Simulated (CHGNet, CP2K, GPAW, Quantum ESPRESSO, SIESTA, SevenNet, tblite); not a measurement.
# CP2K on random packing of Mg53Si47 (at. %) (73 atoms): settings against a plane-wave reference

Aim: run random packing of Mg53Si47 (at. %) (73 atoms) in CP2K and see how near its forces come to a plane-wave reference, and at what cost.

Method: the method is named at each step, in CP2K 2026.2.

## (1) Set-up

The cell holds 73 atoms: 39 Mg and 34 Si. Its edges and angles: a = 11.274 Å, b = 11.274 Å, c = 11.274 Å, α = 90.0°, β = 90.0°, γ = 90.0°. 73 atoms (39 Mg, 34 Si) packed at random in a cube at 2.21 g/cm³ and pushed apart as soft spheres; a start for melting by ab initio MD, not an equilibrated structure. Then every atom was moved at random, 0.05 Å r.m.s. a Cartesian component.

The yardstick, on the same geometry:

* method: Kohn-Sham DFT, PBE, SSSP efficiency 1.3.0 pseudopotentials, plane waves (Quantum ESPRESSO 7.5); sssp-pbe-1.3.0-efficiency, cutoffs 45/360 Ry, Γ point
* r.m.s. force component: 0.9984 eV/Å
* longest force: 3.846 eV/Å
* pressure: 9.272 GPa
* time: 1.9 min on 4 MPI ranks of Arm Neoverse V2, shared host
* CPU time: 7.4 min

## (2) PBE, DZVP-UZH, 1200/50 Ry, diagonalisation

Method: Kohn-Sham DFT, PBE, GTH-PBE pseudopotentials, Gaussian and plane waves, DZVP-MOLOPT (UZH set), diagonalisation.

Contents of input.inp:

```
&GLOBAL
  PROJECT cell
  RUN_TYPE ENERGY_FORCE
  PRINT_LEVEL LOW
&END GLOBAL
&FORCE_EVAL
  METHOD QS
  STRESS_TENSOR ANALYTICAL
  &DFT
    BASIS_SET_FILE_NAME BASIS_MOLOPT_UZH
    POTENTIAL_FILE_NAME POTENTIAL_UZH
    &MGRID
      CUTOFF 1200
      REL_CUTOFF 50
      NGRIDS 5
    &END MGRID
    &QS
      EPS_DEFAULT 1.0E-12
    &END QS
    &SCF
      SCF_GUESS ATOMIC
      EPS_SCF 5.0E-06
      MAX_SCF 200
      ADDED_MOS 44
      &DIAGONALIZATION
        ALGORITHM STANDARD
      &END DIAGONALIZATION
      &SMEAR ON
        METHOD FERMI_DIRAC
        ELECTRONIC_TEMPERATURE [K] 580
      &END SMEAR
      &MIXING
        METHOD BROYDEN_MIXING
        ALPHA 0.15
        NBROYDEN 12
      &END MIXING
      &PRINT
        &RESTART OFF
        &END RESTART
      &END PRINT
    &END SCF
    &XC
      &XC_FUNCTIONAL PBE
      &END XC_FUNCTIONAL
    &END XC
    &PRINT
      &MULLIKEN ON
      &END MULLIKEN
      &HIRSHFELD ON
        SHAPE_FUNCTION DENSITY
      &END HIRSHFELD
      &MO ON
        EIGENVALUES T
        OCCUPATION_NUMBERS T
        MO_INDEX_RANGE 252 275
        &EACH
          QS_SCF 0
        &END EACH
        ADD_LAST NUMERIC
      &END MO
    &END PRINT
  &END DFT
  &SUBSYS
    &CELL
      A 11.27400 0.00000 0.00000
      B 0.00000 11.27400 0.00000
      C 0.00000 0.00000 11.27400
    &END CELL
    &COORD
      SCALED
      Mg 0.56726 0.67837 0.39838
      Mg 0.68312 0.90263 0.72168
      Mg 0.23698 0.04811 0.39091
      Mg 0.95775 0.78238 0.14200
      Mg 0.41322 0.18331 0.46633
      Mg 0.03853 0.46241 0.73302
      Mg 0.88758 0.00650 0.82559
      Mg 0.76914 0.80023 0.01108
      Mg 0.11816 0.86767 0.53762
      Mg 0.75123 0.47941 0.07677
      Mg 0.65576 0.01067 0.43441
      Mg 0.51132 0.20662 0.82753
      Mg 0.52315 0.85221 0.56147
      Mg 0.90932 0.36692 0.49489
      Mg 0.69382 0.46121 0.36381
      Mg 0.53773 0.09108 0.07080
      Mg 0.08015 0.69740 0.74238
      Mg 0.57535 0.31528 0.02263
      Mg 0.41522 0.38405 0.62395
      Mg 0.92640 0.30714 0.97881
      Mg 0.79226 0.57398 0.55988
      Mg 0.18481 0.62090 0.19955
      Mg 0.67230 0.21466 0.22916
      Mg 0.24461 0.80751 0.34599
      Mg 0.25655 0.55162 0.66712
      Mg 0.91132 0.87654 0.36179
      Mg 0.23265 0.13210 0.82189
      Mg 0.44060 0.86924 0.03591
      Mg 0.36278 0.57265 0.45327
      Mg 0.84569 0.11519 0.35151
      Mg 0.99188 0.49847 0.13227
      Mg 0.30035 0.02097 0.62242
      Mg 0.99461 0.01782 0.17775
      Mg 0.32736 0.66552 0.00574
      Mg 0.80848 0.46089 0.84254
      Mg 0.74819 0.80496 0.52058
      Mg 0.10193 0.93972 0.76870
      Mg 0.46759 0.50410 0.92455
      Mg 0.11320 0.79113 0.96394
      Si 0.56171 0.78832 0.88065
      Si 0.06596 0.53818 0.93763
      Si 0.60457 0.41260 0.73530
      Si 0.37780 0.27225 0.12005
      Si 0.11314 0.09727 0.99760
      Si 0.20638 0.97082 0.14208
      Si 0.79550 0.31431 0.68795
      Si 0.37405 0.07872 0.22198
      Si 0.63960 0.58978 0.81030
      Si 0.60304 0.15465 0.59591
      Si 0.30695 0.09685 0.04060
      Si 0.31756 0.79050 0.57200
      Si 0.50149 0.99460 0.85895
      Si 0.14904 0.51316 0.37957
      Si 0.76537 0.11701 0.03028
      Si 0.14530 0.23475 0.46056
      Si 0.31991 0.84953 0.85484
[... 13 atom lines left out ...]
      Si 0.99470 0.14903 0.54433
      Si 0.12799 0.34096 0.19439
      Si 0.51280 0.62245 0.60381
      Si 0.73459 0.21987 0.87578
    &END COORD
    &KIND Mg
      BASIS_SET DZVP-MOLOPT-PBE-GTH-q10
      POTENTIAL GTH-PBE-q10
    &END KIND
    &KIND Si
      BASIS_SET DZVP-MOLOPT-PBE-GTH-q4
      POTENTIAL GTH-PBE-q4
    &END KIND
  &END SUBSYS
  &PRINT
    &FORCES ON
    &END FORCES
    &STRESS_TENSOR ON
    &END STRESS_TENSOR
  &END PRINT
&END FORCE_EVAL
```

Launch:

```sh
$ OMP_NUM_THREADS=1 cp2k.psmp -i input.inp > output.txt
```

Numbers of over 12 decimals in the logs are rounded to 6 here.

The program printed:

```text
CP2K| version string:                                       CP2K version 2026.2
 CP2K| Input file name                                                 input.inp
 GLOBAL| Basis set file name                                    BASIS_MOLOPT_UZH
 GLOBAL| Potential file name                                       POTENTIAL_UZH
 GLOBAL| Run type                                                   ENERGY_FORCE
 GLOBAL| Total number of message passing processes                             1
 GLOBAL| Number of threads for this process                                    1
 TOTAL NUMBERS AND MAXIMUM NUMBERS
  Total number of            - Atomic kinds:                                   2
                             - Atoms:                                         73
                             - Shell sets:                                    73
                             - Shells:                                       365
                             - Primitive Cartesian functions:                409
                             - Cartesian basis functions:                    827
                             - Spherical basis functions:                    793
  Maximum angular momentum of- Orbital basis functions:                        2
                             - Local part of the GTH pseudopotential:          2
                             - Non-local part of the GTH pseudopotential:      2
 SCF PARAMETERS         Density guess:                                    ATOMIC
                        max_scf:                                             200
                        eps_scf:                                        5.00E-06
                        added MOs                                        44    0
                        Mixing method:                            BROYDEN_MIXING
                                                charge density mixing in g-space
                        Smear method:                                FERMI_DIRAC
                        Electronic temperature [K]:                        580.0
                        Electronic temperature [a.u.]:                  1.84E-03
                        Accuracy threshold:                             1.00E-10
 Extrapolation method: initial_guess
 Number of electrons:                                                        526
 Number of occupied orbitals:                                                263
 Number of molecular orbitals:                                               307
 Number of orbital functions:                                                793
 Number of independent orbital functions:                                    793
 SCF WAVEFUNCTION OPTIMIZATION
  Step     Update method      Time    Convergence         Total energy    Change
     1 NoMix/Diag. 0.15E+00   16.1     0.84055076     -2614.0095727353 -2.61E+03
     2 Broy./Diag. 0.15E+00   19.9     0.08150031     -2599.4781602147  1.45E+01
     3 Broy./Diag. 0.15E+00   20.3     0.12250225     -2600.2375372202 -7.59E-01
     4 Broy./Diag. 0.15E+00   20.0     0.05473164     -2600.9944634699 -7.57E-01
[...]
15 Broy./Diag. 0.15E+00   21.5     0.00000909     -2601.4502241545 -6.20E-04
    16 Broy./Diag. 0.15E+00   21.5     0.00000385     -2601.4506364818 -4.12E-04
  *** SCF run converged in    16 steps ***
  Electronic density on regular grids:       -525.9999999994        0.0000000006
  Core density on regular grids:              525.9999999997       -0.0000000003
  Total charge density on r-space grids:        0.0000000003
  Total charge density g-space grids:           0.0000000003
  Overlap energy of the core charge distribution:               1.33146e-09
  Self energy of the core charge distribution:              -6058.411904
  Core Hamiltonian energy:                                   1767.459134
  Hartree energy:                                            2067.354069
  Exchange-correlation energy:                               -377.841237
  Electronic entropic energy:                                  -0.010698
  Fermi energy:                                                 0.228764
  Total energy:                                             -2601.450636
  Total energy (extrapolated to T->0):                      -2601.445287
 MO| EIGENVALUES AND OCCUPATION NUMBERS
 MO|
 MO|  Index      Eigenvalue [a.u.]        Eigenvalue [eV]             Occupation
 MO|    252               0.199520               5.429212               2.000000
 MO|    253               0.202487               5.509945               1.999999
 MO|    254               0.206762               5.626282               1.999987
[...]
MO|    274               0.254312               6.920185               0.000002
 MO|    275               0.257485               7.006529               0.000000
 MO| Sum:                                                             526.000000
 MO| E(Fermi):            0.228764 a.u.          6.224984 eV
 !-----------------------------------------------------------------------------!
                     Mulliken Population Analysis
 #  Atom  Element  Kind  Atomic population                           Net charge
       1     Mg       1          9.878207                              0.121793
       2     Mg       1          9.903582                              0.096418
       3     Mg       1          9.947110                              0.052890
[...]
72     Si       2          4.189365                             -0.189365
      73     Si       2          4.162279                             -0.162279
 # Total charge                            526.000000                  0.000000
 !-----------------------------------------------------------------------------!
 !-----------------------------------------------------------------------------!
                           Hirshfeld Charges
  #Atom  Element  Kind  Ref Charge     Population                    Net charge
      1       Mg     1      10.000          9.868                         0.132
      2       Mg     1      10.000          9.873                         0.127
      3       Mg     1      10.000          9.883                         0.117
[...]
72       Si     2       4.000          4.154                        -0.154
     73       Si     2       4.000          4.142                        -0.142
  Total Charge                                                           -0.000
 !-----------------------------------------------------------------------------!
 ENERGY| Total FORCE_EVAL ( QS ) energy [hartree]          -2601.451054
 FORCES| Atomic forces [hartree/bohr]
 FORCES|   Atom     x               y               z               |f|
 FORCES|      1  1.36164453E-02  9.85135083E-03 -1.70179096E-02   2.39179001E-02
 FORCES|      2  1.59729516E-02  2.76222300E-02  1.03257183E-02   3.35371918E-02
 FORCES|      3 -2.33519780E-02 -9.16982168E-03 -1.19262087E-02   2.77783181E-02
[...]
FORCES|     72  8.09038255E-03 -1.27555774E-02  4.30203047E-02   4.55950179E-02
 FORCES|     73 -5.90638019E-03  8.03451835E-03 -3.98611331E-02   4.10895211E-02
 FORCES| Sum    -6.30900128E-02  9.76644227E-02  1.29372521E-02
 FORCES| Total atomic force                                       1.16987442E-01
 STRESS| Analytical stress tensor [bar]
 STRESS|                        x                   y                   z
 STRESS|      x        1.03782529703E+05   1.87195352192E+03  -1.27535046961E+04
 STRESS|      y        1.87195352192E+03   1.03564728619E+05   1.13787762141E+03
 STRESS|      z       -1.27535046961E+04   1.13787762141E+03   1.02952521789E+05
 STRESS| 1/3 Trace                                             1.03433260037E+05
```

Run time: 6.4 min. Hardware: 1 thread of Arm Neoverse V2, shared host; peak memory 10 GiB.

Banners, paths, timers and routine set-up lines are dropped from the logs unmarked, and long logs keep their key lines alone; longer cuts are marked.

Compared with the plane-wave run:

```
r.m.s. force component                  : 1.013 eV/Å
r.m.s. difference of force components   : 314.6 meV/Å
longest difference of force vectors     : 984 meV/Å
force difference over r.m.s. force      : 31.51 %
slope of forces against the reference's : 0.9651
correlation of force components         : 0.9512
pressure                                : 10.34 GPa
pressure difference                     : 1.071 GPa
```

This run lies far from the reference in forces at the same functional. Basis and potentials both differ; the latter hold 526 valence electrons against the reference's 214.

Length of the force difference by element (eV/Å):

| element | atoms | mean | most |
| --- | --- | --- | --- |
| Mg | 39 | 0.70 | 0.98 |
| Si | 34 | 0.19 | 0.41 |

The surroundings of Si50, which bears the longest force, nearest first, numbered as they follow in the input and with coordinates relative to it.

| atom | x | y | z | distance (Å) | bonds | Hirshfeld charge (e) | Fx | Fy | Fz (eV/Å) |
| --- | --- | --- | --- | --- | --- | --- | --- | --- | --- |
| Si50 | 0.00 | 0.00 | 0.00 | 0.00 | 6 | -0.13 | 1.31 | 1.01 | -3.15 |
| Si45 | -1.13 | -1.42 | 1.14 | 2.15 | 4 | -0.15 | -0.76 | -2.32 | 1.21 |
| Si47 | 0.76 | -0.20 | 2.04 | 2.19 | 5 | -0.14 | 1.26 | 0.39 | 1.86 |
| Si44 | -2.19 | 0.00 | -0.48 | 2.24 | 5 | -0.13 | -2.16 | -0.52 | 0.30 |
| Si43 | 0.80 | 1.98 | 0.90 | 2.31 | 4 | -0.07 | -0.26 | 0.63 | 1.03 |
| Mg16 | 2.60 | -0.07 | 0.34 | 2.62 | 6 | 0.13 | 0.06 | -0.10 | -0.31 |
| Mg27 | -0.84 | 0.40 | -2.47 | 2.63 | 4 | 0.14 | 1.97 | 0.10 | -0.39 |
| Mg28 | 1.51 | -2.57 | -0.05 | 2.98 | 4 | 0.13 | -0.19 | 1.80 | 2.19 |
| Si59 | -1.90 | 2.23 | -1.22 | 3.17 | 4 | -0.10 | -0.39 | 0.41 | 1.12 |
| Si52 | 2.19 | -1.15 | -2.05 | 3.21 | 5 | -0.15 | -0.98 | -1.31 | -0.30 |

Forces lie 32 % from the reference's, at 0.86 times its CPU time (on 1 against 4 cores).

The difference per atom is largest on Mg (0.70 eV/Å on average, against 0.19 on Si). The forces add up to 6.0 eV/Å instead of zero, usually a sign of too coarse a grid.

## (3) Summary of results

| Quantity | Value |
| --- | --- |
| force difference from the reference | CP2K PBE, DZVP-UZH, 1200/50 Ry, diagonalisation, 32 % |
| its CPU time | 6.4 min |

What this shows: The PBE run in local orbitals differs by 32 % (CP2K PBE, DZVP-UZH, 1200/50 Ry, diagonalisation); basis, grid and potentials can all enter. The potentials hold different valence shells: 214 electrons in the reference, 526 in CP2K with DZVP-UZH; this bears on time and differences. The reference's pressure holds the uncorrected Pulay stress of its 45 Ry basis, so small pressure differences, and their order, may be the reference's own error. The reference's pressure of 9.3 GPa belongs to a cell and atoms that aren't relaxed at this level. The electronic-structure runs sample only Γ, in a cell whose shortest periodic width is 11 Å, which is coarse for a cell with partly filled levels.

[Also dropped from logs without a mark: logging warnings of Python, and SIESTA's first energy breakdown and zero terms.]

[Logs are printed without paths, hosts, clocks, repeated set-up lines and the standing remarks that a program may print on its own settings, such as how far it seeks lower states.]

[Hosts, paths, dates, database ids (printed as entryN), source tags and the programs' standing remarks are cut or masked in the printed files.]
